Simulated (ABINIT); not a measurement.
# A GW chain in ABINIT: YVO4 (I4_1/amd)

Aim: the G0W0 gap of YVO4 (I4_1/amd) on LDA, step by step.

Method: LDA and many-body steps on it, plane waves, in ABINIT 10.8.3.

## (1) The structure

The structure is tetragonal, space group I4_1/amd (No. 141). Conventional cell: a = 7.118 Å, b = 7.118 Å, c = 6.289 Å, α = 90.00°, β = 90.00°, γ = 90.00°. Nearest to Y lie 8 O at 2.30 to 2.43 Å. Nearest to V lie 4 O at 1.71 Å. Nearest to O lie 1 V at 1.71 Å and 2 Y at 2.30 to 2.43 Å. Farther neighbours and most contacts between anions are not listed.

The cell and positions come from the Crystallography Open Database and are kept as given unless a step says otherwise.

## (2) Ground state

This step: ABINIT 10.8.3; DFT, LDA, plane waves, norm-conserving pseudopotentials.

The ground-state density comes first.

run.abi

```
acell 3*1.0 Angstrom
rprim 
  -3.559150000000 3.559150000000 3.144650000000
  3.559150000000 -3.559150000000 3.144650000000
  3.559150000000 3.559150000000 -3.144650000000
ntypat 3
znucl 39 23 8
natom 12
typat 1 1 2 2 3 3 3 3 3 3 3 3
xred 
  0.750000000000 0.250000000000 0.500000000000
  0.000000000000 0.000000000000 0.000000000000
  0.500000000000 0.500000000000 0.000000000000
  0.250000000000 0.750000000000 0.500000000000
  0.510000000000 0.325800000000 0.184200000000
  0.075800000000 0.391600000000 0.315800000000
  0.141600000000 0.325800000000 0.815800000000
  0.075800000000 0.760000000000 0.684200000000
  0.240000000000 0.924200000000 0.315800000000
  0.674200000000 0.490000000000 0.815800000000
  0.608400000000 0.924200000000 0.684200000000
  0.674200000000 0.858400000000 0.184200000000
pp_dirpath "pseudos"
pseudos "Y.upf, V.upf, O.upf"
ecut 38
ngkpt 4 4 4
nshiftk 1
shiftk 0 0 0
kptopt 1
chksymbreak 0
nband 58
occopt 1
tolvrs 1e-08
nstep 60
prtwf 0
optforces 0
optstress 0
indata_prefix "in"
outdata_prefix "out"
tmpdata_prefix "tmp"
```

Run with:

```sh
$ OMP_NUM_THREADS=1 mpirun -n 4 abinit run.abi > log
```

Numbers of over 12 decimals in the logs are rounded to 6 here.

Output:

```text
.Version 10.8.3 of ABINIT. v10.8.2 released Aug 2026.

 Symmetries : space group I4_1/a m d (#141); Bravais tI (body-center tetrag.)
================================================================================
 Values of the parameters that define the memory need of the present run
     intxc =       0    ionmov =       0      iscf =       7    lmnmax =       6
     lnmax =       6     mgfft =      64  mpssoang =       3    mqgrid =    3001
     natom =      12  nloc_mem =       1    nspden =       1   nspinor =       1
    nsppol =       1      nsym =      16    n1xccc =    2501    ntypat =       3
    occopt =       1   xclevel =       1
-    mband =          58        mffmem =           1         mkmem =           4
       mpw =       12062          nfft =      262144          nkpt =          13
================================================================================
  Rough estimation (10% accuracy) of disk space for files :
================================================================================

--------------------------------------------------------------------------------
------------- Echo of variables that govern the present computation ------------
--------------------------------------------------------------------------------
 -outvars: echo values of preprocessed input variables --------
            acell      1.8897261259E+00  1.8897261259E+00  1.8897261259E+00 Bohr

      chksymbreak           0
             ecut      3.80000000E+01 Hartree
-          fftalg         312

              ixc       -1012
              kpt      0.00000000E+00  0.00000000E+00  0.00000000E+00
                       2.50000000E-01  0.00000000E+00  0.00000000E+00
                       5.00000000E-01  0.00000000E+00  0.00000000E+00
                       2.50000000E-01  2.50000000E-01  0.00000000E+00
                       5.00000000E-01  2.50000000E-01  0.00000000E+00
                      -2.50000000E-01  2.50000000E-01  0.00000000E+00
                       5.00000000E-01  5.00000000E-01  0.00000000E+00
                       2.50000000E-01  2.50000000E-01  2.50000000E-01
                      -2.50000000E-01  2.50000000E-01  2.50000000E-01
                       5.00000000E-01  5.00000000E-01  2.50000000E-01
                      -2.50000000E-01  5.00000000E-01  2.50000000E-01
[...]
kptrlatt        4    0    0      0    4    0      0    0    4
          kptrlen      4.48619047E+01
P           mkmem           4
            natom          12
            nband          58
            ngfft          64      64      64
             nkpt          13
            nstep          60
             nsym          16
           ntypat           3
              occ      2.000000  2.000000  2.000000  2.000000  2.000000  2.000000
                       2.000000  2.000000  2.000000  2.000000  2.000000  2.000000
                       2.000000  2.000000  2.000000  2.000000  2.000000  2.000000
                       2.000000  2.000000  2.000000  2.000000  2.000000  2.000000
                       2.000000  2.000000  2.000000  2.000000  2.000000  2.000000
                       2.000000  2.000000  2.000000  2.000000  2.000000  2.000000
                       2.000000  2.000000  2.000000  2.000000  2.000000  2.000000
                       2.000000  2.000000  2.000000  2.000000  2.000000  2.000000
                       0.000000  0.000000  0.000000  0.000000  0.000000  0.000000
                       0.000000  0.000000  0.000000  0.000000
        optforces           0
        optstress           0
            prtwf           0
            rprim     -3.5591500000E+00  3.5591500000E+00  3.1446500000E+00
[...]
spgroup         141

           tolvrs      1.00000000E-08

             xred      7.5000000000E-01  2.5000000000E-01  5.0000000000E-01
[...]
znucl       39.00000   23.00000    8.00000

================================================================================

 chkinp: Checking input parameters for consistency.

================================================================================
== DATASET  1 ==================================================================
-   mpi_nproc: 4, omp_nthreads: 1 (-1 if OMP is not activated)

--- !DatasetInfo
iteration_state: {dtset: 1, }
dimensions: {natom: 12, nkpt: 13, mband: 58, nsppol: 1, nspinor: 1, nspden: 1, mpw: 12062, }
cutoff_energies: {ecut:  38.0, pawecutdg:  -1.0, }
electrons: {nelect:   9.60000000E+01, charge:   0.00000000E+00, occopt:   1.00000000E+00, tsmear:   1.00000000E-02, }

 Real(R)+Recip(G) space primitive vectors, cartesian coordinates (Bohr,Bohr^-1):
 R(1)= -6.7258187  6.7258187  5.9425273  G(1)=  0.0000000  0.0743404  0.0841393
 R(2)=  6.7258187 -6.7258187  5.9425273  G(2)=  0.0743404  0.0000000  0.0841393
 R(3)=  6.7258187  6.7258187 -5.9425273  G(3)=  0.0743404  0.0743404  0.0000000
 Unit cell volume ucvol=  1.0752798E+03 bohr^3
 Angles (23,13,12)=  1.06304477E+02  1.06304477E+02  1.16009272E+02 degrees

 getcut: wavevector=  0.0000  0.0000  0.0000  ngfft=  64  64  64
         ecut(hartree)=     38.000   => boxcut(ratio)=   2.05639

--- Pseudopotential description ------------------------------------------------
- Y Generated using ONCVPSP code by D. R. Hamann
- 39.00000  11.00000  180309                  znucl, zion, pspdat
[...]
2   -1.033686
 pspatm: atomic psp has been read  and splines computed

   1.10542395E+04                                ecore*ucvol(ha*bohr**3)
--------------------------------------------------------------------------------

_setup2: Arith. and geom. avg. npw (full set) are   12027.453   12027.441

================================================================================

--- !BeginCycle
iteration_state: {dtset: 1, }
solver: {iscf: 7, nstep: 60, nline: 4, wfoptalg: 0, }
tolerances: {tolvrs: 1.00E-08, }

     iter   Etot(hartree)      deltaE(h)  residm     vres2
 ETOT  1  -359.86487680071    -3.599E+02 1.204E-01 7.714E+03
 ETOT  2  -334.14313936571     2.572E+01 1.227E-01 1.445E+05
 ETOT  3  -361.80579768454    -2.766E+01 6.050E-02 1.088E+03
 ETOT  4  -361.95895301493    -1.532E-01 3.359E-02 3.101E+02
 ETOT  5  -362.01331224760    -5.436E-02 1.083E-02 4.879E+01
 ETOT  6  -362.02370455520    -1.039E-02 6.897E-03 1.535E+00
 ETOT  7  -362.02411487516    -4.103E-04 6.899E-03 1.717E-02
 ETOT  8  -362.02411693973    -2.065E-06 4.582E-03 1.795E-03
 ETOT  9  -362.02411742406    -4.843E-07 5.770E-03 5.710E-05
 ETOT 10  -362.02411744685    -2.279E-08 5.862E-03 1.389E-06
 ETOT 11  -362.02411744796    -1.106E-09 5.503E-03 3.430E-07
 ETOT 12  -362.02411744809    -1.302E-10 3.784E-03 8.864E-09

 At SCF step   12       vres2   =  8.86E-09 < tolvrs=  1.00E-08 =>converged.

--- !ResultsGS
iteration_state: {dtset: 1, }
comment   : Summary of ground state results
lattice_vectors:
- [ -6.7258187,   6.7258187,   5.9425273, ]
- [  6.7258187,  -6.7258187,   5.9425273, ]
- [  6.7258187,   6.7258187,  -5.9425273, ]
lattice_lengths: [  11.21548,   11.21548,   11.21548, ]
lattice_angles: [106.304, 106.304, 116.009, ] # degrees, (23, 13, 12)
lattice_volume:   1.0752798E+03
convergence: {deltae: -1.302E-10, res2:  8.864E-09, residm:  3.784E-03, diffor:  0.000E+00, }
etotal    :  -3.62024117E+02
entropy   :   0.00000000E+00
fermie    :   1.14205251E-01
cartesian_stress_tensor: null
pressure_GPa: null
xred      :
- [  7.5000E-01,   2.5000E-01,   5.0000E-01,  Y]
- [  0.0000E+00,   0.0000E+00,   0.0000E+00,  Y]
- [  5.0000E-01,   5.0000E-01,   7.9915E-18,  V]
- [  2.5000E-01,   7.5000E-01,   5.0000E-01,  V]
- [  5.1000E-01,   3.2580E-01,   1.8420E-01,  O]
- [  7.5800E-02,   3.9160E-01,   3.1580E-01,  O]
- [  1.4160E-01,   3.2580E-01,   8.1580E-01,  O]
- [  7.5800E-02,   7.6000E-01,   6.8420E-01,  O]
- [  2.4000E-01,   9.2420E-01,   3.1580E-01,  O]
- [  6.7420E-01,   4.9000E-01,   8.1580E-01,  O]
- [  6.0840E-01,   9.2420E-01,   6.8420E-01,  O]
- [  6.7420E-01,   8.5840E-01,   1.8420E-01,  O]
cartesian_forces: null
force_length_stats: {min: null, max: null, mean: null, }

 Integrated electronic density in atomic spheres:
 ------------------------------------------------
 Atom  Sphere_radius  Integrated_density
[...]
================================================================================

 ----iterations are completed or convergence reached----

 Mean square residual over all n,k,spin=   16.073E-06; max=  37.838E-04
 reduced coordinates (array xred) for   12 atoms
[...]
0.075800000000      0.760000000000      0.684200000000
       0.240000000000      0.924200000000      0.315800000000
       0.674200000000      0.490000000000      0.815800000000
       0.608400000000      0.924200000000      0.684200000000
       0.674200000000      0.858400000000      0.184200000000
 rms dE/dt=  0.0000E+00; max dE/dt=  0.0000E+00; dE/dt below (all hartree)
    1       0.000000000000      0.000000000000      0.000000000000
    2       0.000000000000      0.000000000000      0.000000000000
    3       0.000000000000      0.000000000000      0.000000000000
    4       0.000000000000      0.000000000000      0.000000000000
    5       0.000000000000      0.000000000000      0.000000000000
    6       0.000000000000      0.000000000000      0.000000000000
    7       0.000000000000      0.000000000000      0.000000000000
    8       0.000000000000      0.000000000000      0.000000000000
    9       0.000000000000      0.000000000000      0.000000000000
[...]
cartesian coordinates (angstrom) at end:
[...]
8      4.870341     0.000000     0.476729
    9      3.559150    -1.311191     2.667921
   10      2.247959     3.559150     1.095596
   11      3.559150     1.311191     2.667921
   12      1.311191     0.000000     4.240246
 length scales=  1.889726125908  1.889726125908  1.889726125908 bohr
              =  1.000000000000  1.000000000000  1.000000000000 angstroms
 prteigrs : about to open file out_EIG
 Fermi (or HOMO) energy (hartree) =   0.11421   Average Vxc (hartree)=  -0.40071
 Eigenvalues (hartree) for nkpt=  13  k points:
 kpt#   1, nband= 58, wtk=  0.01563, kpt=  0.0000  0.0000  0.0000 (reduced coord)
  -2.19854   -2.19851   -1.33734   -1.33641   -1.25952   -1.25952   -1.25239   -1.25239
  -1.25219   -1.25219   -0.62165   -0.62165   -0.61609   -0.61128   -0.60663   -0.60663
  -0.49063   -0.46500   -0.45109   -0.45074   -0.45074   -0.43978   -0.43800   -0.43800
  -0.04080   -0.02537   -0.01815   -0.01780   -0.00776   -0.00776    0.00589    0.00949
   0.00949    0.01890    0.01890    0.02113    0.02755    0.04714    0.04861    0.05610
   0.06773    0.06773    0.09802    0.09921    0.09921    0.09934    0.09934    0.11421
   0.21986    0.24676    0.25502    0.25705    0.26846    0.30980    0.31324    0.31424
   0.33234    0.34281
 prteigrs : prtvol=0 or 1, do not print more k-points.

--- !EnergyTerms
iteration_state     : {dtset: 1, }
comment             : Components of total free energy in Hartree
kinetic             :  1.70619138421956E+02
hartree             :  1.00237386475272E+02
xc                  : -7.13495777568503E+01
Ewald energy        : -2.32755164152120E+02
psp_core            :  1.02803375859931E+01
local_psp           : -3.27818644296293E+02
non_local_psp       : -1.12375937260463E+01
total_energy        : -3.62024117448089E+02
total_energy_eV     : -9.85117809024034E+03
band_energy         : -4.20832096343614E+01

== END DATASET(S) ==============================================================
================================================================================

 -outvars: echo values of variables after computation  --------
           etotal     -3.6202411745E+02
            nband          58
             nkpt          13
          spgroup         141
 [... the other variables as echoed above ...]

 Calculation completed.
```

Elapsed: 2.8 min, on 4 MPI ranks of Arm Neoverse V1, shared host; peak memory 0.62 GiB.

Numbers from this step:

| Quantity | Value |
| --- | --- |
| total energy | -9851.1781 eV |
| gap | 2.875 eV |
| k of the valence top | 0, 0, 0 |
| k of the conduction bottom | 0, 0, 0 |
| least direct gap | 2.875 eV |

The gap is direct, at Γ.

## (3) Empty states on the mesh, 2×2×2 mesh, 146 bands

The sums over transitions need many empty states on a uniform mesh; this step solves for them.

Edit run.abi of step 2 so:

```diff
@@ -25,3 +25,3 @@
 ecut 38
-ngkpt 4 4 4
+ngkpt 2 2 2
 nshiftk 1
@@ -30,9 +30,10 @@
 chksymbreak 0
-nband 58
-occopt 1
-tolvrs 1e-08
+iscf -2
+irdden 1
+istwfk *1
+nband 146
+nbdbuf 12
+tolwfr 1e-09
 nstep 60
-prtwf 0
-optforces 0
-optstress 0
+prtvol 0
 indata_prefix "in"
```

Output:

```text
.Version 10.8.3 of ABINIT. v10.8.2 released Aug 2026.

 Symmetries : space group I4_1/a m d (#141); Bravais tI (body-center tetrag.)
[... echo of the input left out ...]
== DATASET  1 ==================================================================
-   mpi_nproc: 4, omp_nthreads: 1 (-1 if OMP is not activated)

--- !DatasetInfo
iteration_state: {dtset: 1, }
dimensions: {natom: 12, nkpt: 4, mband: 146, nsppol: 1, nspinor: 1, nspden: 1, mpw: 12033, }
cutoff_energies: {ecut:  38.0, pawecutdg:  -1.0, }
electrons: {nelect:   9.60000000E+01, charge:   0.00000000E+00, occopt:   1.00000000E+00, tsmear:   1.00000000E-02, }

 Real(R)+Recip(G) space primitive vectors, cartesian coordinates (Bohr,Bohr^-1):
 R(1)= -6.7258187  6.7258187  5.9425273  G(1)=  0.0000000  0.0743404  0.0841393
 R(2)=  6.7258187 -6.7258187  5.9425273  G(2)=  0.0743404  0.0000000  0.0841393
 R(3)=  6.7258187  6.7258187 -5.9425273  G(3)=  0.0743404  0.0743404  0.0000000
 Unit cell volume ucvol=  1.0752798E+03 bohr^3
 Angles (23,13,12)=  1.06304477E+02  1.06304477E+02  1.16009272E+02 degrees

 getcut: wavevector=  0.0000  0.0000  0.0000  ngfft=  64  64  64
         ecut(hartree)=     38.000   => boxcut(ratio)=   2.05639

--- Pseudopotential description ------------------------------------------------
- Y Generated using ONCVPSP code by D. R. Hamann
- 39.00000  11.00000  180309                  znucl, zion, pspdat
12 -1012 2 -1 1724                            pspcod,pspxc,lmax,lloc,mmax
     nproj     2     2     2
  pspatm : epsatm=   18.49213021
         --- l  ekb(1:nproj) -->
             0   10.120424    0.869710
             1    5.584292    0.424948
             2    1.196176    0.310479
 pspatm: atomic psp has been read  and splines computed

- V Generated using ONCVPSP code by D. R. Hamann
- 23.00000  13.00000  180309                  znucl, zion, pspdat
12 -1012 2 -1 1518                            pspcod,pspxc,lmax,lloc,mmax
     nproj     2     2     2
  pspatm : epsatm=   13.97969020
         --- l  ekb(1:nproj) -->
[...]
pspatm: atomic psp has been read  and splines computed

- O Generated using ONCVPSP code by D. R. Hamann
-  8.00000   6.00000  201201                  znucl, zion, pspdat
12 -1012 2 -1 926                             pspcod,pspxc,lmax,lloc,mmax
     nproj     2     2     1
  pspatm : epsatm=    6.27558587
         --- l  ekb(1:nproj) -->
[...]
2   -1.033686
 pspatm: atomic psp has been read  and splines computed

--------------------------------------------------------------------------------

================================================================================
 prteigrs : about to open file out_EIG
 Non-SCF case, kpt    1 (  0.00000  0.00000  0.00000), residuals and eigenvalues=
  2.13E-10  2.71E-10  8.46E-10  8.39E-10  3.52E-10  7.11E-10  1.11E-10  2.51E-10
[...]
3.64E-04  4.83E-05
 -2.1985E+00 -2.1985E+00 -1.3373E+00 -1.3364E+00 -1.2595E+00 -1.2595E+00
 -1.2524E+00 -1.2524E+00 -1.2522E+00 -1.2522E+00 -6.2165E-01 -6.2165E-01
 -6.1609E-01 -6.1128E-01 -6.0663E-01 -6.0663E-01 -4.9063E-01 -4.6500E-01
[...]
1.3116E+00  1.3116E+00  1.3309E+00  1.3431E+00  1.3672E+00  1.3724E+00
  1.3908E+00  1.3981E+00  1.3981E+00  1.4225E+00  1.4308E+00  1.4309E+00
  1.4485E+00  1.4759E+00
 prteigrs : prtvol=0 or 1, do not print more k-points.

--- !ResultsGS
iteration_state: {dtset: 1, }
comment   : Summary of ground state results
lattice_vectors:
- [ -6.7258187,   6.7258187,   5.9425273, ]
- [  6.7258187,  -6.7258187,   5.9425273, ]
- [  6.7258187,   6.7258187,  -5.9425273, ]
lattice_lengths: [  11.21548,   11.21548,   11.21548, ]
lattice_angles: [106.304, 106.304, 116.009, ] # degrees, (23, 13, 12)
lattice_volume:   1.0752798E+03
convergence: {deltae:  0.000E+00, res2:  0.000E+00, residm:  9.981E-10, diffor:  0.000E+00, }
etotal    :  -3.62024117E+02
entropy   :   0.00000000E+00
fermie    :   1.14205251E-01
cartesian_stress_tensor: null
pressure_GPa: null
xred      :
- [  7.5000E-01,   2.5000E-01,   5.0000E-01,  Y]
- [  0.0000E+00,   0.0000E+00,   0.0000E+00,  Y]
- [  5.0000E-01,   5.0000E-01,   7.9915E-18,  V]
- [  2.5000E-01,   7.5000E-01,   5.0000E-01,  V]
- [  5.1000E-01,   3.2580E-01,   1.8420E-01,  O]
- [  7.5800E-02,   3.9160E-01,   3.1580E-01,  O]
- [  1.4160E-01,   3.2580E-01,   8.1580E-01,  O]
[...]
- [  6.0840E-01,   9.2420E-01,   6.8420E-01,  O]
- [  6.7420E-01,   8.5840E-01,   1.8420E-01,  O]
cartesian_forces: null
force_length_stats: {min: null, max: null, mean: null, }

 Integrated electronic density in atomic spheres:
 ------------------------------------------------
 Atom  Sphere_radius  Integrated_density
[...]
================================================================================

 ----iterations are completed or convergence reached----

 Mean square residual over all n,k,spin=   45.684E-11; max=  99.813E-11
 reduced coordinates (array xred) for   12 atoms
[...]
0.608400000000      0.924200000000      0.684200000000
       0.674200000000      0.858400000000      0.184200000000

 cartesian coordinates (angstrom) at end:
    1     -0.000000     3.559150     1.572325
    2      0.000000     0.000000     0.000000
    3     -0.000000     0.000000     3.144650
[...]
11      3.559150     1.311191     2.667921
   12      1.311191     0.000000     4.240246
 length scales=  1.889726125908  1.889726125908  1.889726125908 bohr
              =  1.000000000000  1.000000000000  1.000000000000 angstroms
 prteigrs : about to open file out_EIG
 Eigenvalues (hartree) for nkpt=   4  k points:
 kpt#   1, nband=146, wtk=  0.12500, kpt=  0.0000  0.0000  0.0000 (reduced coord)
[...]
1.29060    1.29060    1.29258    1.29906    1.31160    1.31160    1.33091    1.34305
   1.36717    1.37240    1.39083    1.39813    1.39813    1.42252    1.43078    1.43090
   1.44854    1.47586
 prteigrs : prtvol=0 or 1, do not print more k-points.

== END DATASET(S) ==============================================================
================================================================================

 -outvars: echo values of variables after computation  --------
            nband         146
             nkpt           4
          spgroup         141
 [... the other variables as echoed above ...]

 Calculation completed.
```

The job ended after 76 s (4 MPI ranks; peak memory 0.54 GiB; 5.1 min of CPU time).

This step gave:

| Item | Value |
| --- | --- |
| gap | 2.875 eV |
| k of the valence top | 0, 0, 0 |
| k of the conduction bottom | 0, 0, 0 |
| least direct gap | 2.875 eV |
| k points computed | 4 |
| lowest point of the top converged band, above the valence top | 32.30 eV |

On this mesh the gap is 2.875 eV.

[end of part 1 of 2]

[Paths, hosts, dates, memory and timing lines, banners, echoed tables and standing remarks are left out of the program output.]

[Logs are printed without paths, hosts, clocks, repeated set-up lines and the standing remarks that a program may print on its own settings, such as how far it seeks lower states.]

[Runs of the session that timed out or met a known fault of the program may be left out.]

[Hosts, paths, dates, database ids (printed as entryN), source tags and the programs' standing remarks are cut or masked in the printed files.]

[G0W0 gaps are taken among the corrected bands and points alone; a level outside them can change the order at an edge.]

[Where Ansatz stands beside ABINIT at settings called matched, ABINIT's density can come from a denser mesh and the files from another edition; pairs whose starting gaps differed by over 0.03 eV were left out, so agreement reads better than it is.]
